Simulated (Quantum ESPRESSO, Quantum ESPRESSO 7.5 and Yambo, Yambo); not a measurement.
## BiOCl (P4/nmm): one start, several treatments of the self-energy

Aim: compare treatments of exchange, screening and correlation for the gap of BiOCl (P4/nmm).

Program: Quantum ESPRESSO 7.5 and Yambo 5.3.0. Level of theory: PBEsol and many-body steps on it, plane waves. Results are calculated unless marked as measured.

**Experimental background.**

- Gap 3.36 eV: optical gap from Kubelka-Munk/Tauc analysis; UV-vis diffuse reflectance; powder (solvothermal hierarchical microspheres made without additive) (“Hydrothermal Crystallization of Bismuth Oxychlorides (BiOCl) Using Different Shape Control Reagents”, 2021, pmc:8123882).

- Gap 3.44 eV: optical gap from Tauc plot; UV-vis diffuse reflectance; powder (hydrothermal powder) (“Synergistic Piezo-Photocatalysis of BiOCl/NaNbO3 Heterojunction Piezoelectric Composite for High-Efficient Organic Pollutant Degradation”, 2022, pmc:8839476).

## (1) The structure

Symmetry: P4/nmm, No. 129, tetragonal system. Conventional cell: a = 3.886 Å, b = 3.886 Å, c = 7.349 Å, α = 90.00°, β = 90.00°, γ = 90.00°. Nearest to Bi lie 4 O at 2.31 Å and 4 Cl at 3.06 Å. Nearest to Cl lie 4 Bi at 3.06 Å. Nearest to O lie 4 Bi at 2.31 Å. Farther neighbours and most contacts between anions are not listed.

The cell and positions come from the Crystallography Open Database and are kept as given unless a step says otherwise. Spin-orbit coupling is left out unless a step names it.

## (2) Empty states on the mesh, 4×4×2 mesh, 367 bands

This step: Quantum ESPRESSO 7.5; DFT, PBEsol, plane waves, norm-conserving pseudopotentials.

The sums over transitions need many empty states on a uniform mesh; this step solves for them.

The input, pw.in:

```
&control
  calculation = 'nscf'
  prefix = 'x'
  outdir = 'o'
  pseudo_dir = 'pseudo'
/
&system
  ibrav = 0
  nat = 6
  ntyp = 3
  ecutwfc = 76.0
  nbnd = 367
  force_symmorphic = .true.
/
&electrons
  conv_thr = 1e-9
  electron_maxstep = 80
  diago_full_acc = .true.
  diago_thr_init = 5e-6
/
ATOMIC_SPECIES
  Bi 208.98 Bi.upf
  Cl 35.45 Cl.upf
  O 15.999 O.upf
CELL_PARAMETERS angstrom
  3.8855100000 0.0000000000 0.0000000000
  0.0000000000 3.8855100000 0.0000000000
  0.0000000000 0.0000000000 7.3489000000
ATOMIC_POSITIONS crystal
  Bi 0.5000000000 0.0000000000 0.3290400000
  Bi 0.0000000000 0.5000000000 0.6709600000
  Cl 0.0000000000 0.5000000000 0.1472000000
  Cl 0.5000000000 0.0000000000 0.8528000000
  O 0.0000000000 0.0000000000 0.5000000000
  O 0.5000000000 0.5000000000 0.5000000000
K_POINTS automatic
  4 4 2 0 0 0
```

Command:

```console
OMP_NUM_THREADS=1 mpirun -n 4 pw.x -nk 4 -in pw.in > pw.out
```

The log of the run:

```text
Program PWSCF v.7.5 starts

     This program is part of the open-source Quantum ESPRESSO suite
     for quantum simulation of materials; please cite
         "P. Giannozzi et al., J. Phys.:Condens. Matter 21 395502 (2009);
         "P. Giannozzi et al., J. Phys.:Condens. Matter 29 465901 (2017);
         "P. Giannozzi et al., J. Chem. Phys. 152 154105 (2020);
     in publications or presentations arising from this work. More details at

     Atomic positions and unit cell read from directory:
     o/x.save/

     Message from routine setup:
[...]
32.8730  32.9359  32.9523  33.2868  33.9310  34.0057  34.1491  34.7757
     [... 34 further rows ...]
   115.8440 115.9618 116.4600 116.7281 116.8029 116.9403 117.2952 117.4933
   117.8150 118.1432 118.2441 118.5465 118.5814 118.9239 119.0593

          k = 0.0000 0.2500-0.2644 (  8390 PWs)   bands (ev):

     [... further k-points ...]

     highest occupied, lowest unoccupied level (ev):     8.8914   11.5183

     XML data file, pseudopotentials, collected wavefunctions

=------------------------------------------------------------------------------=
   JOB DONE.
=------------------------------------------------------------------------------=
```

Run time: 2.5 min. Hardware: 4 MPI ranks of Arm Neoverse V2, shared host; peak memory 1.3 GiB.

Numbers from this step:

* gap: 2.627 eV
* k of the valence top: 0, -0.5, -0.5
* k of the conduction bottom: 0, 0, -0.5
* least direct gap: 2.931 eV
* k points computed: 12
* lowest point of the top converged band, above the valence top: 109.8694 eV

On this mesh the gap is 2.627 eV.

The density comes from a self-consistent run that is not shown.

## (3) Conversion and set-up

This step: Yambo 5.3.0; conversion and set-up on PBEsol, plane waves, norm-conserving pseudopotentials.

The states are converted to the many-body program's format and the q mesh is built.

Command:

```console
(cd o/x.save; p2y > p2y.log; mv SAVE ../..); yambo > setup.log
```

The log of the run:

```text
 Yambo, version 5.3.0

 [02] CORE Variables Setup
 =========================

  [02.01] Unit cells
  ==================

  Cell kind             :  Unknown
  Atoms in the cell     :  Bi  Cl  O
  number of Bi atoms    :  2
  number of Cl atoms    :  2
  number of O  atoms    :  2

  List of atomic masses
  Mass of Bi    :  208.9800
  Mass of Cl    :  35.45000
  Mass of O     :  15.99900

  List of atomic coordinates    : [cc]
  Bi1       :  3.671275  0.000000  4.569513  order 1
  Bi2       :  0.000000  3.671275  9.317895  order 2
[...]
K/Q-points units:
 rlu = crystal or reduced units; cc = cartesian coordinates; iku = interal k-units

 Q [ 1]         [rlu]:  0.000000  0.000000  0.000000
 Q [ 2]         [rlu]:  0.000000  0.000000 -0.500000
 Q [ 3]         [rlu]:  0.000000  0.250000  0.000000
[...]
Q [ 8]         [rlu]:  0.250000  0.250000 -0.500000
 Q [ 9]         [rlu]:  0.250000 -0.500000  0.000000
 Q [10]         [rlu]:  0.250000 -0.500000 -0.500000
 Q [11]         [rlu]: -0.500000 -0.500000  0.000000
 Q [12]         [rlu]: -0.500000 -0.500000 -0.500000

  [03.01] X indexes
  =================

   [03.01.01] Sigma indexes
   ========================

 [06] Game Over & Game summary
```

Run time: 3.1 s. Hardware: 1 MPI rank; peak memory 0.25 GiB.

## (4) G0W0, Godby-Needs plasmon pole

Now the one-shot GW correction: screening in the RPA, then the self-energy of the levels asked for.

This step: G0W0 on PBEsol, plane waves, norm-conserving pseudopotentials.

The input, gw2.in:

```
HF_and_locXC
gw0
dyson
ppa
em1d
rim_cut
RandQpts= 1000000
RandGvec= 1 RL
EXXRLvcs= 76 Ry
VXCRLvcs= 304 Ry
Chimod= "HARTREE"
% BndsRnXp
 1 | 171 |
%
NGsBlkXp= 9 Ry
% LongDrXp
 1 | 1 | 1 |
%
% GbndRnge
 1 | 171 |
%
DysSolver= "n"
ExtendOut
PPAPntXp= 27.21138 eV
% QPkrange
 6 | 6 | 35 | 38 |
 2 | 2 | 35 | 38 |
 1 | 1 | 35 | 38 |
%
```

Command:

```console
OMP_NUM_THREADS=1 mpirun -n 4 yambo -F gw2.in -J gw2 -C gw2 > gw2.log
```

The log of the run:

```text
 Yambo, version 5.3.0

 [02] CORE Variables Setup
 =========================

  [... cell, symmetries and grids as in the set-up ...]

  [02.05] Energies & Occupations
  ==============================

  [X] === General ===
  [X] Electronic Temperature                        :  0.000000  0.000000 [eV K]
  [X] Bosonic    Temperature                        :  0.000000  0.000000 [eV K]
  [X] Finite Temperature mode                       : no
  [X] El. density                                   :  0.64895E+24 [cm-3]
  [X] Fermi Level                                   :  8.891356 [eV]

  [X] === Gaps and Widths ===
  [X] Conduction Band Min                           :  2.626958 [eV]
  [X] Valence Band Max                              :  0.000000 [eV]
  [X] Filled Bands                                  :   36
  [X] Empty Bands                                   :    37   367
  [X] Direct Gap                                    :  2.930673 [eV]
  [X] Direct Gap localized at k                     :  2
  [X] Indirect Gap                                  :  2.626958 [eV]
  [X] Indirect Gap between kpts                     :   6   2
  [X] Last valence band width                       :  0.695910 [eV]
  [X] 1st conduction band width                     :  2.003322 [eV]

 [03] Transferred momenta grid and indexing
 ==========================================

 IBZ Q-points                                      :  12
 BZ  Q-points                                      :   32

 K/Q-points units:
 rlu = crystal or reduced units; cc = cartesian coordinates; iku = interal k-units

 Q [ 1]         [rlu]:  0.000000  0.000000  0.000000
 Q [ 2]         [rlu]:  0.000000  0.000000 -0.500000
 Q [ 3]         [rlu]:  0.000000  0.250000  0.000000
 Q [ 4]         [rlu]:  0.000000  0.250000 -0.500000
 Q [ 5]         [rlu]:  0.000000 -0.500000  0.000000
 Q [ 6]         [rlu]:  0.000000 -0.500000 -0.500000
 Q [ 7]         [rlu]:  0.250000  0.250000  0.000000
 Q [ 8]         [rlu]:  0.250000  0.250000 -0.500000
 Q [ 9]         [rlu]:  0.250000 -0.500000  0.000000
 Q [10]         [rlu]:  0.250000 -0.500000 -0.500000
 Q [11]         [rlu]: -0.500000 -0.500000  0.000000
 Q [12]         [rlu]: -0.500000 -0.500000 -0.500000

 [04] Coloumb potential Random Integration (RIM)
 ===============================================

  [04.01] RIM initialization
  ==========================

  * Diagonal components only detected *

  8 x (sBL volume)        :  0.082826 [a.u.]
  sBZ random points       :  1000000
  Points outside the sBZ  :   7992674
  RL volume               :  0.331302 [a.u.]
  Integrated volume       :  0.331606 [a.u.]

  [04.02] RIM integrals
  =====================

  Gamma point sphere radius             :  0.079069 [a.u.]
  Points outside the sphere             :   799840
  [Int_sBZ(q=0) 1/q^2]*(Vol_sBZ)^(-1/3) =:  7.675753
                                 should be <:  7.795600

  Summary of Coulomb integrals for non-metallic bands |Q|[au] RIM/Bare

  Q [1] 0.100000E-4 0.984626 * Q [3] 0.213931 1.039573
  Q [2] 0.226219 1.071722 * Q [7] 0.302544 1.044481
  Q [4] 0.311354 1.052616 * Q [8] 0.377767 1.036265
  Q [5] 0.427861 1.016490 * Q [9] 0.478363 1.015688
  Q [6] 0.483984 1.017078 * Q [10] 0.529156 1.015087
  Q [11] 0.605087 1.009990 * Q [12] 0.645992 1.009529

 [WARNING] [Xp] User bands 1-171 break level degeneracy

 [05] Dipoles
 ============

  [05.01] Setup: observables and procedures
  =========================================

  [WARNING] [x,Vnl] slows the Dipoles computation. To neglect it rename the ns.kb_pp file

 [06] Dynamic Dielectric Matrix (PPA)
 ====================================

 [WR./gw2//ndb.pp]---------------------------------------------------------------
  Brillouin Zone Q/K grids (IBZ/BZ)                :   12   32   12   32
  RL vectors                                       :  10253 [WF]
  Coulomb cutoff potential                         : none
  Electronic Temperature                           :  0.000000 [K]
  Bosonic    Temperature                           :  0.000000 [K]
  PPA    diel. fun.  energies                      : Perdew, Burke & Ernzerhof SOL(X)+Perdew, Burke & Ernzerhof SOL(C)
  wavefunctions                                    : Perdew, Burke & Ernzerhof SOL(X)+Perdew, Burke & Ernzerhof SOL(C)
  Global Gauge                                     : length
  X matrix size                                    :   353
  X band range                                     :    1  171
  X e/h energy range                               : -1.000000 -1.000000 [eV]
  X Time ordering                                  : R
  X Hxc Kernel                                     : HARTREE
  X Drude frequency                                :  0.000000  0.000000
  X poles                                          :  100.0000 [o/o]
  RL vectors in the sum                            :  10253
  [r,Vnl] included                                 : yes
  Field direction                                  :  0.577350E-5  0.577350E-5  0.577350E-5
  BZ energy Double Grid                            : no
  BZ energy DbGd points                            : 0
  BZ Q point size factor                           : -1.000000
  X Optical Averaged directions                    : none

 [07] Local Exchange-Correlation + Non-Local Fock
 ================================================

 [VXC] Plane waves :   67045
 [EXS] Plane waves :   8371

 QP @ state[ 1 ] K range:  1  2
 QP @ state[ 1 ] b range:   35   38
 QP @ state[ 2 ] K range:   6   6
 QP @ state[ 2 ] b range:   35   38

 [xc] Functional : Perdew, Burke & Ernzerhof SOL(X)+Perdew, Burke & Ernzerhof SOL(C)
 [xc] LIBXC used to calculate xc functional
  PP Number of Atomic Species                      :  3
  NLCC RL compoments                               :   67045
  PP Number of Atomic Species                      :  3
  NLCC RL compoments                               :   67045

 [xc] E_xc :  -46.39211 [Ha]
      E_xc :  -92.78422 [Ry]

  Local XC kind (lXC) : Perdew, Burke & Ernzerhof SOL(X)+Perdew, Burke & Ernzerhof SOL(C)
  Non-Local XC kind (nlXC) : Hartree-Fock

  Corrections @ K [1] :  [eV]
 <35|nlXC|35> = -19.10003 -0.10278E-18 <35|lXC|35> = -15.05437  0.000000
 <36|nlXC|36> = -20.13188  0.47220E-17 <36|lXC|36> = -16.68752  0.37763E-15
 <37|nlXC|37> = -9.173246  0.38753E-18 <37|lXC|37> = -13.26145 -0.18882E-15
 <38|nlXC|38> = -9.134429  0.83239E-18 <38|lXC|38> = -13.21543  0.000000

  Corrections @ K [2] :  [eV]
 <35|nlXC|35> = -22.10227 -0.14217E-16 <35|lXC|35> = -18.15270  0.94408E-16
 <36|nlXC|36> = -18.55190 -0.18828E-16 <36|lXC|36> = -14.79486 -0.94408E-16
[...]
Corrections @ K [6] :  [eV]
[...]
<36|nlXC|36> = -19.65600  0.27951E-17 <36|lXC|36> = -16.34248 -0.47204E-16
 <37|nlXC|37> = -9.315916  0.12012E-17 <37|lXC|37> = -13.49397  0.47204E-16
 <38|nlXC|38> = -9.315919  0.63180E-18 <38|lXC|38> = -13.49397 -0.18882E-15

 [08] Dyson equation: Newton solver
 ==================================

  [08.01] G0W0 (W PPA)
  ====================

  [  GW  ] Bands range     :    1  171
  [GW/PPA] G damping       :  0.100000 [eV]

  QP @ state[ 1 ] K range:  1  2
  QP @ state[ 1 ] b range:   35   38
  QP @ state[ 2 ] K range:   6   6
  QP @ state[ 2 ] b range:   35   38

   Sc/G bands                                       :    1  171
   Sc/G damping                                     :  0.100000 ev
   Sc bands terminator                              : no
   Sx RL components                                 :   8371

   QP @ state[ 1 ] K range                          :  1  2
   QP @ state[ 1 ] b range                          :   35   38
   QP @ state[ 2 ] K range                          :   6   6
   QP @ state[ 2 ] b range                          :   35   38
   GF energies kind                                 : Perdew, Burke & Ernzerhof SOL(X)+Perdew, Burke & Ernzerhof SOL(C)
   GF WF`s kind                                     : Perdew, Burke & Ernzerhof SOL(X)+Perdew, Burke & Ernzerhof SOL(C)
   Xs energies kind                                 : Perdew, Burke & Ernzerhof SOL(X)+Perdew, Burke & Ernzerhof SOL(C)
   Xs WF`s kind                                     : Perdew, Burke & Ernzerhof SOL(X)+Perdew, Burke & Ernzerhof SOL(C)

 [11] Game Over & Game summary
```

Run time: 6.3 min. Hardware: 4 MPI ranks; peak memory 3.4 GiB; 25 min of CPU time.

This step gave:

```
G0W0 gap on the points computed              : 3.755 eV
starting gap on the mesh                     : 2.627 eV
k of the valence top                         : 0, -0.5, -0.5
k of the conduction bottom                   : 0, 0, -0.5
least direct G0W0 gap on the computed points : 3.771 eV
Z at the valence top                         : 0.7934
Z at the conduction bottom                   : 0.8335
```

The gap on the mesh goes from 2.63 eV to 3.75 eV, a correction of +1.13 eV.

(Part 1 of 2 ends here.)

[Paths, hosts, dates, memory and timing lines, banners, echoed tables and standing remarks are left out of the program output.]

[Logs are printed without paths, hosts, clocks, repeated set-up lines and the standing remarks that a program may print on its own settings, such as how far it seeks lower states.]

[Runs of the session that timed out or met a known fault of the program may be left out.]

[Hosts, paths, dates, database ids (printed as entryN), source tags and the programs' standing remarks are cut or masked in the printed files.]
